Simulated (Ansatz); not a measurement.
## G0W0 on several functionals: GaAs (F-43m)

How much of the starting functional survives in the G0W0 gap of GaAs (F-43m)?

Calculated with Ansatz 0.2.0; G0W0 on several functionals, plane waves, PAW.

Report form: the programs' logs are mostly left out.

In doubt: masses and optical values from hybrid runs of this build are listed as unsure (step 4), which bears on the screening that GW takes from such a start.

**1. The structure**

It takes space group F-43m (No. 216, cubic). The conventional cell has a = 5.654 Å, b = 5.654 Å, c = 5.654 Å, α = 90.00°, β = 90.00°, γ = 90.00°. Ga has 4 As at 2.45 Å nearest. Nearest to As lie 4 Ga at 2.45 Å. Farther neighbours are not listed.

The cell and positions come from the Crystallography Open Database and are kept as given unless a step says otherwise. The default PAW set here is soft_2. Its files were made with PBE.

**2. G0W0 on LDA**

Now the one-shot GW correction: screening in the RPA, then the self-energy of the levels asked for.

This step: G0W0 on LDA, plane waves, PAW.

Input file input.yaml:

```yaml
crystal:
  lattice:
    - [0.0, 2.82685, 2.82685]
    - [2.82685, 0.0, 2.82685]
    - [2.82685, 2.82685, 0.0]
  atoms:
    - { symbol: Ga, position: [0.0, 0.0, 0.0] }
    - { symbol: As, position: [0.25, 0.25, 0.25] }
kpoints:
  mp_grid: { grid: [6, 6, 6] }
hamiltonian:
  xc: lda
scf:
  occupations: { method: fixed }
gw:
  n_empty_bands: 134
  ecut_chi: 120
  qp_bands: [v2, c2]
  qp_kpoints: band_edges
  screening: { model: contour_deformation }
```

On the command line:

```
> ansatz run input.yaml --threads 2 --pin off --max-ram 92160MiB --backend cuda --events-out ev --progress --plain --runs-dir out --devices 1 --max-vram 13GiB  # rebuilt from the run's record
```

It took 12 s on 1 × NVIDIA H100 80GB HBM3 (shared by 6 runs) with 2 threads of AMD EPYC 7R13 (Zen 3), shared host; peak memory 1.1 GiB; 15 s of CPU time.

This step gave:

```yaml
bands_summed: 148
rpa_eps_infinity_on_this_mesh_eigenvalues: 229.6, 229.6, 229.6
plane_waves_in_the_screening_matrix: 137
q_points_in_the_mesh: 216
g0w0_gap_on_the_mesh: 1.138 eV
k_of_the_valence_top: 0, 0, 0
k_of_the_conduction_bottom: 0, 0, 0
starting_gap_on_the_mesh: 0.2799 eV
z_at_the_valence_top: 0.7470
z_at_the_conduction_bottom: 0.7586
least_direct_g0w0_gap_on_the_computed_points: 1.138 eV
```

The gap on the mesh goes from 0.28 eV to 1.14 eV, a correction of +0.86 eV. Between the two edge states, bare exchange in place of the xc potential would open the gap by 5.61 eV, and correlation takes back 4.75 eV.

**3. G0W0 on PBE**

The same correction from a different start measures what one shot leaves open.

This step: G0W0 on PBE, plane waves, PAW.

input.yaml, as its differences from that of step 2:

```diff
@@ -11,3 +11,3 @@
 hamiltonian:
-  xc: lda
+  xc: pbe
 scf:
```

Run time: 15 s. Hardware: 1 × NVIDIA H100 80GB HBM3 (shared by 6 runs) with 2 threads; peak memory 1.1 GiB; 17 s of CPU time.

Numbers from this step:

```
bands summed                                 : 148
RPA ε∞ on this mesh (eigenvalues)            : 50.64, 50.64, 50.64
plane waves in the screening matrix          : 137
q-points in the mesh                         : 216
G0W0 gap on the mesh                         : 1.281 eV
k of the valence top                         : 0, 0, 0
k of the conduction bottom                   : 0, 0, 0
starting gap on the mesh                     : 0.5135 eV
Z at the valence top                         : 0.7491
Z at the conduction bottom                   : 0.7607
least direct G0W0 gap on the computed points : 1.281 eV
```

Against the run with 6×6×6 mesh, 134 empty bands, screening to 120 eV on LDA, the gap moves by +0.14 eV, while the start moved by +0.23 eV.

**4. G0W0 on HSE06**

This step: G0W0 on HSE06, plane waves, PAW.

input.yaml, as its differences from that of step 3:

```diff
@@ -11,3 +11,3 @@
 hamiltonian:
-  xc: pbe
+  xc: hse06
 scf:
```

Wall time 42 s (1 × NVIDIA H100 80GB HBM3 (shared by 6 runs) with 2 threads); peak memory 1.4 GiB.

Numbers from this step:

* bands summed: 148
* RPA ε∞ on this mesh (eigenvalues): 12.44, 12.44, 12.44
* plane waves in the screening matrix: 137
* G0W0 gap on the mesh: 1.771 eV
* k of the valence top: 0, 0, 0
* k of the conduction bottom: 0, 0, 0
* starting gap on the mesh: 1.420 eV
* least direct G0W0 gap on the computed points: 1.771 eV

Against the run with 6×6×6 mesh, 134 empty bands, screening to 120 eV on PBE, the gap moves by +0.49 eV, while the start moved by +0.91 eV.

**5. The starts together**

All on the 6×6×6 mesh with 134 empty bands and screening to 120 eV. Times are wall times on 1 × NVIDIA H100 80GB HBM3 (shared by 6 runs) with 2 threads of AMD EPYC 7R13 (Zen 3), shared host, good to a factor of about two.

```csv
start,starting gap (eV),shift (eV),G0W0 gap (eV),RPA ε∞ (harmonic mean),"Z (valence, conduction)",time
LDA,0.28,+0.86,1.14,229.64,"0.75, 0.76",12 s
PBE,0.51,+0.77,1.28,50.64,"0.75, 0.76",15 s
HSE06,1.42,+0.35,1.77,12.44,"0.79, 0.80",42 s
```

The parts of the quasiparticle energy at the two band edges (eV; QP = start + Σx + Σc − Vxc):

```csv
run,edge,start,Σx,Σc,Vxc,Z,QP
LDA,valence top,7.88,-16.85,0.97,-15.66,0.75,7.65
LDA,conduction bottom,8.16,-12.14,-3.78,-16.55,0.76,8.79
PBE,valence top,8.19,-16.86,1.09,-15.32,0.75,7.73
PBE,conduction bottom,8.70,-11.97,-3.71,-15.98,0.76,9.01
HSE06,valence top,7.78,-16.76,1.00,-15.53,0.79,7.55
HSE06,conduction bottom,9.20,-11.38,-3.71,-15.22,0.80,9.32
```

For a hybrid start, Vxc holds its share of exact exchange.

**6. Outcome**

```yaml
g0w0_lda: 1.14 eV (start 0.28 eV)
g0w0_pbe: 1.28 eV (start 0.51 eV)
g0w0_hse06: 1.77 eV (start 1.42 eV)
known_limits: not at the basis limit; mesh may overstate the screening; screening runs away on this mesh; no spin-orbit coupling; coarse k mesh
```

The starting gaps span 1.14 eV and the G0W0 gaps 0.63 eV. Between LDA and HSE06, 0.63 eV of the 1.14 eV survives, 55 %. The smallest correction, +0.35 eV, is on HSE06, the start nearest to reproducing itself. Bands and cutoff are finite, so the gap is not at the basis limit. The miss can reach some tenths of an eV and take either sign; the mesh is an error of its own. The 6×6×6 mesh is coarse for this cell (its supercell is 24 Å along the shortest edge). The RPA ε∞ on it, from the LDA start, is 229.64; such meshes misread the long-range screening, most where the gap is narrow. For the PBE start: The RPA ε∞ on this mesh reaches over 25; with a narrow direct gap a coarse mesh can overstate it, and the correction is then too small. For the LDA start: On this mesh the RPA ε∞ passes 90, more than nearly any semiconductor shows; a coarse mesh does this where one point with a narrow direct gap carries much weight. The screening is then too strong, and the G0W0 gap should not be taken as the material's. The many-body steps are scalar-relativistic: spin-orbit coupling is not in them.

[Paths, hosts, dates, memory and timing lines, banners, echoed tables and standing remarks are left out of the program output.]

[Logs are printed without paths, hosts, clocks, repeated set-up lines and the standing remarks that a program may print on its own settings, such as how far it seeks lower states.]

[Runs of the session that timed out or met a known fault of the program may be left out.]

[Cells called generated may have been cut or substituted from an entry of the Crystallography Open Database or the Materials Project.]

[Hosts, paths, dates, database ids (printed as entryN), source tags and the programs' standing remarks are cut or masked in the printed files.]
